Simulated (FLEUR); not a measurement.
# NiO: one coupling from two orders, and a test

Can a spin model with one coupling foretell the energy of a further order of NiO?

Method: PBE with U = 6 eV on Ni d; all-electron FLAPW, Dirac cores, scalar-relativistic bands, in FLEUR MaX-R8.1.

**Measured values to reproduce.**

“Local correlations, non-local screening, multiplets, and band formation in NiO” (2012, arxiv:1210.6675) quotes from earlier work for NiO, rock salt (NaCl structure) (bulk NiO, value quoted from literature): ordering temperature (Neel temperature) 523 K [Literature value cited from ref 1 in the introduction].

## 1. Starting point

Symmetry: Fm-3m, No. 225, cubic system. The conventional cell has a = 4.172 Å, b = 4.172 Å, c = 4.172 Å, α = 90.00°, β = 90.00°, γ = 90.00°. Ni has 6 O at 2.09 Å nearest. O has 6 Ni at 2.09 Å nearest. Farther neighbours and most contacts between anions are not listed.

Coordinates:

```cif
data_structure
_symmetry_space_group_name_H-M 'Fm-3m'
_symmetry_Int_Tables_number 225
_cell_length_a 4.1718
_cell_length_b 4.1718
_cell_length_c 4.1718
_cell_angle_alpha 90.000
_cell_angle_beta 90.000
_cell_angle_gamma 90.000
_cell_volume 72.61
loop_
_atom_site_label
_atom_site_type_symbol
_atom_site_symmetry_multiplicity
_atom_site_Wyckoff_symbol
_atom_site_fract_x
_atom_site_fract_y
_atom_site_fract_z
_atom_site_occupancy
Ni1 Ni 4 a 0.00000 0.00000 0.00000 1
O1 O 4 b 0.50000 0.00000 0.00000 1
```

Steps with spin–orbit coupling that held too few empty states are left out.

## 2. The parallel order

All energies count from this run. The U counters the self-interaction that shrinks the moments of a localised shell.

inpgen writes inp.xml from crystal.txt; cutoffs, mixing, functional, smearing and local orbitals are then set in the file. The k list default-1 (kpts.xml, not shown) is a Γ-centred 12×12×12 mesh; where the ranks do not divide the number of points, some are split in two of half the weight.

The input, inp.xml:

```
<?xml version="1.0" encoding="UTF-8" standalone="no"?>
<fleurInput fleurInputVersion="0.39">
   <comment>
      NiO
   </comment>
   <calculationSetup>
      <cutoffs Kmax="4.32" Gmax="13.0" GmaxXC="13.0" numbands="0"/>
      <scfLoop itmax="120" minDistance="0.0001" maxIterBroyd="15" imix="Anderson" alpha="0.05" precondParam="0.0" spinf="2.0" sdNocoIR="T"/>
      <coreElectrons ctail="T" frcor="F" kcrel="0" coretail_lmax="0"/>
      <xcFunctional name="pbe" relativisticCorrections="F"/>
      <magnetism jspins="2"/>
      <soc l_soc="F" theta="0.0" phi="0.0" spav="F"/>
      <expertModes spex="0" secvar="F"/>
      <geometryOptimization l_f="F" forcealpha="1.0" forcemix="BFGS" epsdisp="0.00001" epsforce="0.00001"/>
      <ldaU l_linMix="F" mixParam="0.05" spinf="1.0"/>
   </calculationSetup>
   <cell>
      <bzIntegration valenceElectrons="24.0" mode="hist" fermiSmearingEnergy="0.00367493">
         <kPointListSelection listName="default-1"/>
         <xi:include xmlns:xi="http://www.w3.org/2001/XInclude" href="kpts.xml"> </xi:include>
      </bzIntegration>
      <xi:include xmlns:xi="http://www.w3.org/2001/XInclude" href="sym.xml"> </xi:include>
      <bulkLattice scale="1.0">
         <bravaisMatrix>
            <row-1>    0.0000000000000000     3.9417828250996005     3.9417828250996005</row-1>
            <row-2>    3.9417828250996005     0.0000000000000000     3.9417828250996005</row-2>
            <row-3>    3.9417828250996005     3.9417828250996005     0.0000000000000000</row-3>
         </bravaisMatrix>
      </bulkLattice>
   </cell>
   <atomSpecies>
      <species name="Nickel (Ni2.000" element="Ni" atomicNumber="28">
         <mtSphere radius="2.46" gridPoints="813" logIncrement="0.015"/>
         <atomicCutoffs lmax="10" lnonsphr="8"/>
         <electronConfig flipSpins="F">
            <coreConfig>(1s1/2) (2s1/2) (2p1/2) (2p3/2)</coreConfig>
            <valenceConfig>(3s1/2) (3p1/2) (3p3/2) (4s1/2) (3d3/2) (3d5/2)</valenceConfig>
            <stateOccupation state="(3d3/2)" spinUp="2.0" spinDown="1.2"/>
            <stateOccupation state="(3d5/2)" spinUp="3.0" spinDown="1.8"/>
         </electronConfig>
         <energyParameters s="4" p="4" d="3" f="4"/>
         <ldaU l="2" U="6.0" J="0.0" l_amf="F"/>
         <lo type="SCLO" l="0" n="3" eDeriv="0"/>
         <lo type="SCLO" l="1" n="3" eDeriv="0"/>
      </species>
      <species name="Oxygen (O)" element="O" atomicNumber="8">
         <mtSphere radius="1.39" gridPoints="461" logIncrement="0.023"/>
         <atomicCutoffs lmax="6" lnonsphr="4"/>
         <electronConfig flipSpins="F">
            <coreConfig>(1s1/2)</coreConfig>
            <valenceConfig>(2s1/2) (2p1/2) (2p3/2)</valenceConfig>
            <stateOccupation state="(2p1/2)" spinUp="0.666667" spinDown="0.666667"/>
            <stateOccupation state="(2p3/2)" spinUp="1.333333" spinDown="1.333333"/>
         </electronConfig>
         <energyParameters s="2" p="2" d="3" f="4"/>
      </species>
   </atomSpecies>
   <atomGroups>
      <atomGroup species="Nickel (Ni2.000">
         <relPos label="                   1">.0000000000 .0000000000 .0000000000</relPos>
         <force calculate="T" relaxXYZ="TTT"/>
      </atomGroup>
      <atomGroup species="Oxygen (O)">
         <relPos label="                   2">1.000/2.000 1.000/2.000 1.000/2.000</relPos>
         <force calculate="T" relaxXYZ="TTT"/>
      </atomGroup>
   </atomGroups>
   <output dos="F" band="F" slice="F">
      <bandDOS minEnergy="-.5*Htr" maxEnergy="0.5*Htr" sigma="0.015" storeEVData="T"/>
      <plotting iplot="0" polar="F">
         <plot TwoD="T" vec1="  1.0  0.0  0.0" vec2="  0.0  1.0  0.0" vec3="  0.0  0.0  1.0" zero="  0.0  0.0  0.0" file="plot"/>
      </plotting>
      <moessbauerParams electricFieldGradient="F" isomerShift="F" coreHyperfine="F" valenceHyperfine="F"/>
   </output>
</fleurInput>
```

The input, crystal.txt:

```
NiO
&input film=F cartesian=F /
0.00000000000  2.08590164140  2.08590164140
2.08590164140  0.00000000000  2.08590164140
2.08590164140  2.08590164140  0.00000000000
1.8897261246
1.0 1.0 1.0

2
28 0.00000000000  0.00000000000  0.00000000000 : 2.000
8 0.50000000000  0.50000000000  0.50000000000

&kpt div1=12 div2=12 div3=12 gamma=T /
```

Launch:

```
$ OMP_NUM_THREADS=1 inpgen -f crystal.txt > inpgen.log  # inp.xml is then edited as shown
$ OMP_NUM_THREADS=1 mpirun -n 2 fleur_MPI > fleur.log
```

The log of the run:

```text
Welcome to FLEUR        (www.flapw.de)
      MaX-Release 8.1          (www.max-centre.eu)

 ========== k-point set info ==========
 Selected k-point list: default-1
 k-point list type: mesh
 12 x 12 x 12
 Number of k points: 72

 [... set-up left out ...]
 no density matrix found ... skipping LDA+U
 Reset of history
 Iteration:     1   Distance:      28.86273012 me/bohr^3
 Iteration:     2   Distance:      39.24889167 me/bohr^3
 Iteration:     3   Distance:      36.52667917 me/bohr^3
 Iteration:     4   Distance:      20.11461622 me/bohr^3
[...]
[... left out ...]
            <freeEnergy value="-1595.9964078663"/>
            <extrapolationTo0K value="-1595.9964078663"/>
         </totalEnergy>
         [... left out ...]
         <ldaUDensityMatrixConvergence>
            <distance spin="1" distance="0.000000"/>
            <distance spin="2" distance="0.000000"/>
         </ldaUDensityMatrixConvergence>
         <densityConvergence units="me/bohr^3">
            <chargeDensity spin="1" distance="0.0000337148"/>
            <chargeDensity spin="2" distance="0.0000496640"/>
            <overallChargeDensity distance="0.0000680745"/>
            <spinDensity distance="0.0000507176"/>
         </densityConvergence>
      </iteration>
```

Wall time 18 s (2 MPI ranks of Intel Xeon 6975P-C (Granite Rapids), shared host); peak memory 0.16 GiB; 36 s of CPU time.

Spin moment in the muffin-tin sphere by atom:

```csv
atom,spin moment in the muffin-tin sphere (μB)
Ni1,1.79
O2,0.18
```

Numbers from this step:

- free energy: -43429.2747 eV
- program's band gap on this mesh (in a metal only a level spacing): 2.402 eV
- magnetization: 2 μB
- final state: ferromagnetic

After 19 cycles the largest moment stands at 1.79 μB.

## 3. The orders used for the fit

The other orders were run with the same settings, on meshes that hold the same points. Free energies are divided by the number of Ni atoms; q is in fractions of the reciprocal vectors of the first run's cell.

```
              order  atoms      mesh  free energy (eV)    eV per Ni  largest moment (μB)
                F +      2  12×12×12       -43429.2747  -43429.2747                 1.79
AF q=(0,1/2,1/2) +-      4   12×6×12       -86858.5308  -43429.2654                 1.80
```

## 4. Counting neighbours

With E = −Σ J e_i·e_j over ordered pairs of unit vectors, turning a neighbour from parallel to opposed costs 2J a Ni atom. So an order lies 2 Σ n J over the parallel one, n being the opposed neighbours in each shell.

| shell | distance (Å) | neighbours | opposed in AF q=(0,1/2,1/2) +- | opposed in AF q=(0,0,1/2) +- |
| --- | --- | --- | --- | --- |
| J1 | 2.95 | 12 | 8 | 6 |
| J2 | 4.17 | 6 | 0 | 6 |

Only J1 is kept.

## 5. Solving

```
2 × 8 × J1 = +9.3 meV    (AF q=(0,1/2,1/2) +-)
J1 = +0.58 meV
```

## 6. The test

The couplings now give the orders that were left out:

```
2 × 6 × (+0.58) = +7.0 meV    (AF q=(0,0,1/2) +-)
```

The runs themselves:

```
            order  atoms     mesh  free energy (eV)    eV per Ni  largest moment (μB)  over the parallel order (meV)  foretold (meV)
AF q=(0,0,1/2) +-      4  12×12×6       -86858.7197  -43429.3599                 1.70                          -85.2            +7.0
```

## 7. One more shell

One try is to add the next shell, though changing moments can also cause the miss. Both differences then fix both couplings, and no order is left for a test.

```
2 × 8 × J1 = +9.3 meV    (AF q=(0,1/2,1/2) +-)
2 × 6 × J1 + 2 × 6 × J2 = -85.2 meV    (AF q=(0,0,1/2) +-)
J1 = +0.58 meV
J2 = -7.68 meV
```

## 8. Mean-field temperature

```
gain of AF q=(0,0,1/2) +- over disorder = (12 − 2 × 6) × (+0.58) + (6 − 2 × 6) × (-7.68) = 46.1 meV
T = 2 × 46.1 / (3 × 0.08617) = 357 K
```

## 9. What came out

```yaml
effective_coupling_of_the_reversed_pairs_counted_on_j1_ni_ni_at_2p95_a: 0.58 meV
largest_miss_on_the_orders_left_out: 92 meV
j1_with_two_shells: 0.58 meV
j2_with_two_shells: -7.68 meV
mean_field_ordering_temperature: 357 K
```

**Reading.** The model misses the order left out by 92 meV, 108 % of the largest distance from the parallel order, so it fails: these couplings alone don't describe the crystal. With the next shell added the couplings are J1 = +0.58 and J2 = -7.68 meV, untested. The largest moments of the orders differ by 5.5 % of the greatest. One difference fixes one number: it sums all reversed shells and need not be the coupling of the nearest one, even in sign. Mean field overstates the temperature of the model, and classical spins understate it for small quantum spins, by up to the factor (S+1)/S.

Comparison with the measured values:

```
                             quantity  measured  PBE with U = 6 eV on Ni d
ordering temperature (mean field) (K)       523              357 (-31.8 %)
```

Measured values from arxiv:1210.6675 (2012).

Verdict: The ordering temperature is off by -31.8 %: a clear miss. No cell relaxation is part of this session.

[Logs and program files are shortened in this print: banners, set-up blocks, solver, clock and traceback lines can be left out without a mark of their own.]

[Logs are printed without paths, hosts, clocks, repeated set-up lines and the standing remarks that a program may print on its own settings, such as how far it seeks lower states.]

[Hosts, paths, dates, database ids (printed as entryN), source tags and the programs' standing remarks are cut or masked in the printed files.]

[Where a cell is said to come from a database of computed structures, the database is the Materials Project.]
